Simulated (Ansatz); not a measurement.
**Moving the knobs of a GW run on TlSb4F13 (I4/m)**

Aim: change settings of a G0W0 run on TlSb4F13 (I4/m) and see what moves.

Main program and level: Ansatz 0.2.0; G0W0 on PBE, plane waves, PAW; PAW set soft_1.

## Step 1: Set-up

It takes space group I4/m (No. 87, tetragonal). The conventional cell has a = 9.637 Å, b = 9.637 Å, c = 6.584 Å, α = 90.00°, β = 90.00°, γ = 90.00°. Nearest to Tl lie 8 F at 2.93 Å. Nearest to Sb lie 3 F at 1.97 to 1.99 Å. F has 4 Sb at 2.67 Å and 8 F at 2.71 Å nearest. F has 1 Sb at 1.99 Å nearest. Nearest to F lie 1 Sb at 1.97 Å. Farther neighbours and most contacts between anions are not listed.

Geometry: measured cell, ions relaxed with PBE. The runs that relaxed it are not among those shown. Spin-orbit coupling is left out unless a step names it.

## Step 2: The base run: 2×2×2 mesh, 478 empty bands, screening to 78 eV, PAW set soft_1 files

G0W0 replaces the xc potential by the self-energy, built once from these orbitals. Only a window of levels is corrected, while the sums run over the empty bands that the input names. This step takes PAW set soft_1 files.

Contents of input.yaml:

```yaml
crystal:
  lattice:
    - [-4.8185, 4.8185, 3.292]
    - [4.8185, -4.8185, 3.292]
    - [4.8185, 4.8185, -3.292]
  atoms:
    - { symbol: Tl, position: [0.5, 0.5, 0.0] }
    - { symbol: Sb, position: [0.0066871975, 0.277466579, 0.2841537765] }
    - { symbol: Sb, position: [0.277466579, 0.9933128025, 0.2707793815] }
    - { symbol: Sb, position: [0.9933128025, 0.722533421, 0.7158462235] }
    - { symbol: Sb, position: [0.722533421, 0.0066871975, 0.7292206185] }
    - { symbol: F, position: [0.0, 0.0, 0.0] }
    - { symbol: F, position: [0.5610386725, 0.8772598836, 0.4382985561] }
    - { symbol: F, position: [0.8772598836, 0.4389613275, 0.3162212112] }
    - { symbol: F, position: [0.4389613275, 0.1227401164, 0.5617014439] }
    - { symbol: F, position: [0.1227401164, 0.5610386725, 0.6837787888] }
    - { symbol: F, position: [0.430173073, 0.3339653296, 0.3219280492] }
    - { symbol: F, position: [0.3339653296, 0.0120372804, 0.9037922566] }
    - { symbol: F, position: [0.0120372804, 0.1082450237, 0.6780719508] }
    - { symbol: F, position: [0.1082450237, 0.430173073, 0.0962077434] }
    - { symbol: F, position: [0.569826927, 0.6660346704, 0.6780719508] }
    - { symbol: F, position: [0.6660346704, 0.9879627196, 0.0962077434] }
    - { symbol: F, position: [0.9879627196, 0.8917549763, 0.3219280492] }
    - { symbol: F, position: [0.8917549763, 0.569826927, 0.9037922566] }
kpoints:
  mp_grid: { grid: [2, 2, 2] }
hamiltonian:
  xc: pbe
  pseudopotentials: { kind: paw, azcp: { folder: soft_1 } }
scf:
  occupations: { method: fixed }
gw:
  n_empty_bands: 478
  ecut_chi: 78
  qp_bands: [v4, c4]
  qp_kpoints: band_edges
  screening: { model: contour_deformation }
```

Command:

```bash
ansatz run input.yaml --threads 2 --pin off --max-ram 92160MiB --backend cuda --events-out ev --progress --plain --runs-dir out --devices 1 --max-vram 13GiB
```

Numbers of over 12 decimals in the logs are rounded to 6 here.

The log of the run:

```text
GPUs: using 1 of 1 available (devices: 1).
Engine: ansatz 0.2.0, x86_64-unknown-linux-gnu
Pseudopotentials: kind: paw
Pseudopotential: Tl, paw, valence charge 13, recommended cutoff 420 eV (normal), soft_1/Tl.paw.azcp
Pseudopotential: Sb, paw, valence charge 15, recommended cutoff 420 eV (normal), soft_1/Sb.paw.azcp
Pseudopotential: F, paw, valence charge 7, recommended cutoff 420 eV (normal), soft_1/F.paw.azcp
Functional definition: PBE
  parameter kappa = 0.804
  parameter beta = 0.066725
  exchange = pbe_x(kappa = kappa, mu = beta*pi^2/3)
  correlation = pbe_c(beta = beta)
device memory: the entry about to start is reckoned to put 3.5 GiB on a device that reports 54.8 GiB free (of which the cap on the GPU budget leaves the run 13.0 GiB)
GPU FFT provider: cuFFT
GPU libraries: cuBLAS 13.8.2, cuFFT 12.4.0, cuSOLVER 12.3.4
Crystal: 18 atoms, lattice volume = 305.734 Å³
Basis set: ecut = 420 eV, 6007 PW (Γ)
Bands: 100, of which v1, the nominal top of the filled ones, is band 82 counted from 1 (81 counted from 0)
Symmetry: 8 space group operations
Space group: I4/m (ITA 87), of the structure as read, at distance tolerance 6.7e-5 Å
k-points: 4 of 8
Non-local potential: Tl, projectors of the file, l = 0: 2, l = 1: 2, l = 2: 2, l = 3: 1
Non-local potential: Sb, projectors of the file, l = 0: 2, l = 1: 2, l = 2: 2, l = 3: 1
Non-local potential: F, projectors of the file, l = 0: 2, l = 1: 2, l = 2: 1
PAW form: soft (Blöchl's): semilocal exchange-correlation on the pseudo side does not see the compensation charge
PAW one-centre angular grid: Tl, 590 points (default); XC on 64 Gauss nodes
PAW one-centre angular grid: Sb, 590 points (default); XC on 64 Gauss nodes
PAW one-centre angular grid: F, 110 points (default); XC on 64 Gauss nodes
Initial density: superposition of atomic densities (chi_scale 0.1, normalization cell, long waves kept (reshape's long-wave potential 0.31 eV rms))
Initial wavefunctions: pseudopotential atomic-orbital guess
GPU buffer pool allocated for 157464 grid points (all kernels)
GPU transforms: local potential and band sums: pruned to the plane-wave sphere, on 54×54×54
Functional: x = pbe(κ = 0.804, μ = 0.219515), c = pbe(β = 0.066725)
SCF iter   1: F=—  HF=-47907.230038 eV  |F-HF|=—  |Δ(HF+E_count)|=         —  Δρ=1.04e-1  dr2=3.07e1  ethr=3.10e-3  ⟨swp⟩=4.0  Hψ=1436  notcnv=0  defer=57
preconditioner: auto → Resta (q_TF=auto, 2.459 Å⁻¹)  ε∞=4.0  [insulator: Δε(μ)=3.729 eV  Ē_g=13.651 eV  n_scr=70 (ndim 8)  ℏωp=23.6 eV  f_vac=0.073  ε∞_Penn≈4.0]
SCF iter   2: F=—  HF=-47898.642903 eV  |F-HF|=—  |Δ(HF+E_count)|=    8.59e0  Δρ=3.91e-2  dr2=4.85e0  ethr=3.10e-3  ⟨swp⟩=3.0  Hψ=834  notcnv=0  defer=50
[...]
device memory: the entry about to start is reckoned to put 1.4 GiB on a device that reports 43.9 GiB free (of which the cap on the GPU budget leaves the run 13.0 GiB)
NSCF: frozen V_eff on 1 k-points
device memory: the entry about to start is reckoned to put 1.4 GiB on a device that reports 43.9 GiB free (of which the cap on the GPU budget leaves the run 13.0 GiB)
NSCF: frozen V_eff on 1 k-points
SCF converged after 12 iterations
Free energy (F): -47896.982768 eV
Harris-Foulkes:  -47896.982768 eV  (|F-HF|=5.73e-9)
Internal energy: -47896.982768 eV  (E = F + TS)
E sigma→0 (E₀):  -47896.982768 eV
Fermi energy:    3.100635 eV
--- Per-component energies (eV) ---
  E_band       = -1453.855959
  E_kinetic    = 3472.719249
  E_local      = -16453.003696  (includes V_loc(G=0)·N_el)
  E_nonlocal   = 2998.927921
  E_hartree    = 6438.658905
  E_xc         = -1583.622102
  E_vxc        = -1769.511067  (∫ρ·V_xc dr)
  E_paw        = -31003.758942  (= ΣΔE_a)
  E_vpaw       = -2580.306386  (= ΣTr[D̂ρ^β])
  E_aug_tail   = 0.009652  (compensation charges beyond the density's cutoff)
  E_ewald      = -11766.913755
  E_smearing   = -0.000000  (= −TS)
  E_closure    = -0.000000  (closes the sum)
  Σ components = -47896.982768   (vs F -47896.982768, Δ=0.00e0)
--- Band table (eV) ---
  k-point 0: bands = [... 78 lower, 2.7813, 2.9855, 3.0061, 3.0061, 8.1604, 8.6289, 8.7401, 8.7401, ... 14 higher]
  k-point 1: bands = [... 78 lower, 2.7556, 2.8550, 2.8647, 3.0749, 8.2105, 8.4885, 8.5097, 8.6094, ... 14 higher]
  k-point 2: bands = [... 78 lower, 2.8335, 2.9588, 3.0105, 3.1006, 8.0284, 8.1005, 8.3779, 8.6171, ... 14 higher]
  k-point 3: bands = [... 78 lower, 2.8913, 2.9200, 2.9200, 3.0007, 7.9600, 8.1127, 8.1724, 8.8261, ... 14 higher]
--- G₀W₀: contour deformation, 5 samples at zero and on the imaginary axis and 0 off it, 8 q-points, 478 empty bands' worth ---
  eigenvalues of the whole cell's RPA ε∞ on this k-mesh (on a slab, of 1 + 4πα/V) = 2.6252, 2.7638, 2.7638; static W/v taken at q = 0 is 0.368747
  gw.qp_kpoints: band_edges: 4 of 4 stored k-points solved, in 1 pass; an edge of the gap read off the rows below is read off those points alone
    ik  band        ε_KS         Σx   Σc(E_QP)       V_xc       Z   E_QP_lin       E_QP  E_QP is
     0    79      2.7813   -24.8954     3.2319   -20.3799  0.7886     1.4759     1.4977  root
     0    80      2.9855   -22.6528     2.3394   -18.8208  0.8081     1.4663     1.4930  root
     0    81      3.0061   -25.1918     3.2868   -20.6853  0.7869     1.7673     1.7864  root
     0    82      3.0061   -25.1918     3.2868   -20.6853  0.7869     1.7673     1.7864  root
     0    83      8.1604   -12.2866    -2.8107   -16.4047  0.8199     9.4851     9.4678  root
     0    84      8.6289    -9.5375    -3.3525   -14.2235  0.8253     9.9828     9.9624  root
     0    85      8.7401   -10.0894    -3.2745   -14.7159  0.8220    10.1136    10.0921  root
     0    86      8.7401   -10.0894    -3.2745   -14.7159  0.8220    10.1136    10.0921  root
[...]
3    83      7.9600   -10.6727    -2.9024   -14.7977  0.8255     9.1975     9.1826  root
     3    84      8.1127    -9.5971    -3.1482   -13.9073  0.8305     9.2881     9.2747  root
     3    85      8.1724   -10.8306    -3.1400   -15.2581  0.8258     9.4767     9.4599  root
     3    86      8.8261    -9.1742    -3.2120   -13.6121  0.8370    10.0671    10.0520  root
```

Wall time 22 s (1 × NVIDIA H100 80GB HBM3 (shared by 6 runs) with 2 threads of AMD EPYC 7R13 (Zen 3), shared host); peak memory 1.5 GiB.

This step gave:

```yaml
bands_summed: 560
rpa_eps_infinity_on_this_mesh_eigenvalues: 2.625, 2.764, 2.764
plane_waves_in_the_screening_matrix: 473
q_points_in_the_mesh: 8
g0w0_gap_on_the_mesh: 7.346 eV
k_of_the_valence_top: 0, 0, -0.5
k_of_the_conduction_bottom: -0.5, -0.5, -0.5
starting_gap_on_the_mesh: 4.859 eV
z_at_the_valence_top: 0.7889
z_at_the_conduction_bottom: 0.8255
least_direct_g0w0_gap_on_the_computed_points: 7.420 eV
```

The gap on the mesh goes from 4.86 eV to 7.35 eV, a correction of +2.49 eV, though a band edge has moved to another state.

## Step 3: Variant: norm-conserving files, smooth pair densities

This step: G0W0 on PBE, plane waves, norm-conserving pseudopotentials.

Edit input.yaml of step 2 so:

```diff
@@ -28,3 +28,3 @@
   xc: pbe
-  pseudopotentials: { kind: paw, azcp: { folder: soft_1 } }
+  pseudopotentials: { kind: nc }
 scf:
@@ -32,4 +32,4 @@
 gw:
-  n_empty_bands: 478
-  ecut_chi: 78
+  n_empty_bands: 496
+  ecut_chi: 80
   qp_bands: [v4, c4]
@@ -37 +37,2 @@
   screening: { model: contour_deformation }
+  pair_densities: pseudo
```

The log of the run:

```text
GPUs: using 1 of 1 available (devices: 1).
[...]
GPU FFT provider: cuFFT
GPU libraries: cuBLAS 13.8.2, cuFFT 12.4.0, cuSOLVER 12.3.4
Crystal: 18 atoms, lattice volume = 305.734 Å³
Basis set: ecut = 1320 eV, 33363 PW (Γ)
Bands: 100, of which v1, the nominal top of the filled ones, is band 82 counted from 1 (81 counted from 0)
[... 1 set-up line as in the run before ...]
[...]
k-points: 4 of 8
[...]
GPU buffer pool allocated for 729000 grid points (all kernels)
[...]
SCF iter   1: F=—  HF=-20448.651226 eV  |F-HF|=—  |Δ(HF+E_count)|=         —  Δρ=1.14e-1  dr2=3.47e1  ethr=3.10e-3  ⟨swp⟩=6.0  Hψ=1749  notcnv=0  defer=64
[...]
SCF iter  12: F=-20435.917672 eV  HF=-20435.917672 eV  |F-HF|=2.24e-9  |Δ(HF+E_count)|=   6.07e-9  Δρ=2.27e-6  dr2=1.11e-8  ethr=6.10e-11  ⟨swp⟩=3.0  Hψ=882  notcnv=0
SCF 1 converged in 12 iterations: F = -20435.917672 eV  dr2 = 1.11e-8
[...]
NSCF: frozen V_eff on 4 k-points
[...]
G₀W₀ screening: q 1/4
[... further progress lines ...]
[...]
SCF converged after 12 iterations
Free energy (F): -20435.917672 eV
[...]
Internal energy: -20435.917672 eV  (E = F + TS)
E sigma→0 (E₀):  -20435.917672 eV
Fermi energy:    3.198430 eV
[...]
--- Band table (eV) ---
  k-point 0: bands = [... 78 lower, 2.8793, 3.0839, 3.1044, 3.1044, 8.2337, 8.6965, 8.8085, 8.8085, ... 14 higher]
  k-point 1: bands = [... 78 lower, 2.8520, 2.9532, 2.9637, 3.1742, 8.2809, 8.5548, 8.5827, 8.6815, ... 14 higher]
  k-point 2: bands = [... 78 lower, 2.9326, 3.0569, 3.1094, 3.1984, 8.1030, 8.1713, 8.4506, 8.6876, ... 14 higher]
  k-point 3: bands = [... 78 lower, 2.9895, 3.0176, 3.0176, 3.0979, 8.0337, 8.1866, 8.2419, 8.8963, ... 14 higher]
[...]
0    79      2.8793   -23.5399     3.3044   -18.7108  0.7881     1.3229     1.3546  root
     0    80      3.0839   -20.8595     2.2990   -16.6857  0.8060     1.1646     1.2091  root
     0    81      3.1044   -23.8727     3.3754   -19.0444  0.7864     1.6235     1.6514  root
     0    82      3.1044   -23.8727     3.3754   -19.0444  0.7864     1.6235     1.6514  root
     0    83      8.2337   -11.1579    -2.5182   -14.7005  0.8194     9.2684     9.2582  root
     0    84      8.6965    -8.4231    -2.9946   -12.4134  0.8248     9.7032     9.6923  root
     0    85      8.8085    -8.9447    -2.9612   -12.9681  0.8216     9.8834     9.8707  root
     0    86      8.8085    -8.9447    -2.9612   -12.9681  0.8216     9.8834     9.8707  root
[...]
3    83      8.0337    -9.6177    -2.6260   -13.2122  0.8251     9.0112     9.0022  root
     3    84      8.1866    -8.5693    -2.8414   -12.2563  0.8299     9.0389     9.0321  root
     3    85      8.2419    -9.6737    -2.8034   -13.4075  0.8252     9.1808     9.1724  root
     3    86      8.8963    -8.2235    -2.8798   -11.9766  0.8357     9.7769     9.7696  root
```

It took 29 s on 1 × NVIDIA H100 80GB HBM3 (shared by 6 runs) with 2 threads; peak memory 2.9 GiB; 43 s of CPU time.

The G0W0 gap on the mesh is 7.294 eV.

Against the base:

| setting | base | variant |
| --- | --- | --- |
| files | PAW set soft_1 | norm-conserving |
| empty bands | 478 | 496 |
| screening cutoff (eV) | 78 | 80 |
| pair densities | - | pseudo |

| quantity | variant | base |
| --- | --- | --- |
| starting gap on the mesh | 4.835 | 4.859 |
| G0W0 gap on the mesh | 7.294 | 7.346 |
| least direct G0W0 gap on the computed points | 7.320 | 7.420 |
| Z at the valence top | 0.788 | 0.789 |
| Z at the conduction bottom | 0.825 | 0.826 |

## Step 4: Variant: wavefunction cutoff

This step: G0W0 on PBE, plane waves, PAW; PAW set soft_1.

Edit input.yaml of step 3 so:

```diff
@@ -28,3 +28,3 @@
   xc: pbe
-  pseudopotentials: { kind: nc }
+  pseudopotentials: { kind: paw, azcp: { folder: soft_1 } }
 scf:
@@ -32,4 +32,4 @@
 gw:
-  n_empty_bands: 496
-  ecut_chi: 80
+  n_empty_bands: 694
+  ecut_chi: 100
   qp_bands: [v4, c4]
@@ -37,2 +37,3 @@
   screening: { model: contour_deformation }
-  pair_densities: pseudo
+basis:
+  ecutwfc: 300
```

The log of the run:

```text
Warning: basis.ecutwfc = 300 eV is below the records' recommended 420 eV, and the density's cutoff is lower with it unless basis.ecutrho_ratio is high enough to keep the records' density cutoff: compare with a run at a higher cutoff
GPUs: using 1 of 1 available (devices: 1).
[...]
GPU FFT provider: cuFFT
GPU libraries: cuBLAS 13.8.2, cuFFT 12.4.0, cuSOLVER 12.3.4
Crystal: 18 atoms, lattice volume = 305.734 Å³
Basis set: ecut = 300 eV, 3589 PW (Γ)
Bands: 100, of which v1, the nominal top of the filled ones, is band 82 counted from 1 (81 counted from 0)
[... 1 set-up line as in the run before ...]
[...]
k-points: 4 of 8
[...]
GPU buffer pool allocated for 91125 grid points (all kernels)
[...]
SCF iter   1: F=—  HF=-47902.339750 eV  |F-HF|=—  |Δ(HF+E_count)|=         —  Δρ=1.14e-1  dr2=3.33e1  ethr=3.10e-3  ⟨swp⟩=4.5  Hψ=1368  notcnv=0  defer=60
[...]
SCF iter  11: F=-47891.273976 eV  HF=-47891.273976 eV  |F-HF|=2.43e-8  |Δ(HF+E_count)|=   1.41e-7  Δρ=4.21e-6  dr2=6.23e-8  ethr=6.10e-11  ⟨swp⟩=10.2  Hψ=1877  notcnv=0
SCF 1 converged in 11 iterations: F = -47891.273976 eV  dr2 = 6.23e-8
[...]
G₀W₀ screening: q 1/4
[... further progress lines ...]
[...]
SCF converged after 11 iterations
Free energy (F): -47891.273976 eV
[...]
Internal energy: -47891.273976 eV  (E = F + TS)
E sigma→0 (E₀):  -47891.273976 eV
Fermi energy:    3.081057 eV
[...]
--- Band table (eV) ---
  k-point 0: bands = [... 78 lower, 2.7564, 2.9703, 2.9786, 2.9786, 8.1356, 8.6206, 8.7292, 8.7292, ... 14 higher]
  k-point 1: bands = [... 78 lower, 2.7333, 2.8249, 2.8501, 3.0527, 8.1995, 8.4684, 8.4932, 8.5940, ... 14 higher]
  k-point 2: bands = [... 78 lower, 2.8113, 2.9337, 2.9849, 3.0811, 8.0088, 8.0898, 8.3640, 8.6010, ... 14 higher]
  k-point 3: bands = [... 78 lower, 2.8750, 2.8920, 2.8920, 2.9732, 7.9462, 8.0990, 8.1497, 8.8103, ... 14 higher]
[...]
0    79      2.7564   -24.8745     3.1951   -20.3451  0.7865     1.3987     1.4223  root
     0    80      2.9703   -22.6008     2.2536   -18.7674  0.8070     1.3604     1.3905  root
     0    81      2.9786   -25.1712     3.2478   -20.6505  0.7847     1.6849     1.7057  root
     0    82      2.9786   -25.1712     3.2478   -20.6505  0.7847     1.6849     1.7057  root
     0    83      8.1356   -12.2245    -2.8619   -16.3416  0.8186     9.4065     9.3908  root
     0    84      8.6206    -9.4991    -3.4199   -14.1836  0.8244     9.9032     9.8851  root
     0    85      8.7292   -10.0384    -3.3368   -14.6623  0.8210    10.0355    10.0163  root
     0    86      8.7292   -10.0384    -3.3368   -14.6623  0.8210    10.0355    10.0163  root
[...]
3    83      7.9462   -10.6165    -2.9525   -14.7397  0.8245     9.1303     9.1168  root
     3    84      8.0990    -9.5602    -3.2059   -13.8705  0.8296     9.2154     9.2035  root
     3    85      8.1497   -10.7900    -3.2037   -15.2226  0.8247     9.3937     9.3786  root
     3    86      8.8103    -9.1572    -3.2725   -13.5990  0.8359     9.9931     9.9795  root
```

Elapsed: 12 s, on 1 × NVIDIA H100 80GB HBM3 (shared by 6 runs) with 2 threads; peak memory 1.5 GiB.

The G0W0 gap on the mesh is 7.358 eV.

Against the base:

| setting | base | variant |
| --- | --- | --- |
| empty bands | 478 | 694 |
| screening cutoff (eV) | 78 | 100 |
| typed cutoff | - | 300 |

| quantity | variant | base |
| --- | --- | --- |
| starting gap on the mesh | 4.865 | 4.859 |
| G0W0 gap on the mesh | 7.358 | 7.346 |
| least direct G0W0 gap on the computed points | 7.425 | 7.420 |
| Z at the valence top | 0.787 | 0.789 |
| Z at the conduction bottom | 0.824 | 0.826 |

## Step 5: Outcome

| Property | Result |
| --- | --- |
| base | 7.35 eV, 22 s |
| norm-conserving files, smooth pair densities | 7.29 eV, 29 s |
| wavefunction cutoff | 7.36 eV, 12 s |

Norm-conserving files, smooth pair densities: the gap moves by −0.05 eV (the plane-wave cutoff goes from 420 to 1320 eV). The variant differs from the base in files, empty bands, screening cutoff and pair densities together, so the change can't be laid to one of them. Wavefunction cutoff: the gap moves by +0.01 eV (the plane-wave cutoff goes from 420 to 300 eV). The variant differs from the base in empty bands, screening cutoff and typed cutoff together, so the change can't be laid to one of them. All runs here use a coarse mesh and modest cutoffs; they test settings and are not final values. The 2×2×2 mesh is coarse for this cell (its supercell is 15 Å along the shortest edge). The RPA ε∞ on it, from the PBE start, is 2.63 and 2.76; such meshes misread the long-range screening, most where the gap is narrow. The many-body steps are scalar-relativistic: spin-orbit coupling is not in them.

[Paths, hosts, dates, memory and timing lines, banners, echoed tables and standing remarks are left out of the program output.]

[Logs are printed without paths, hosts, clocks, repeated set-up lines and the standing remarks that a program may print on its own settings, such as how far it seeks lower states.]

[Runs of the session that timed out or met a known fault of the program may be left out.]

[Cells called generated may have been cut or substituted from an entry of the Crystallography Open Database or the Materials Project.]

[Hosts, paths, dates, database ids (printed as entryN), source tags and the programs' standing remarks are cut or masked in the printed files.]
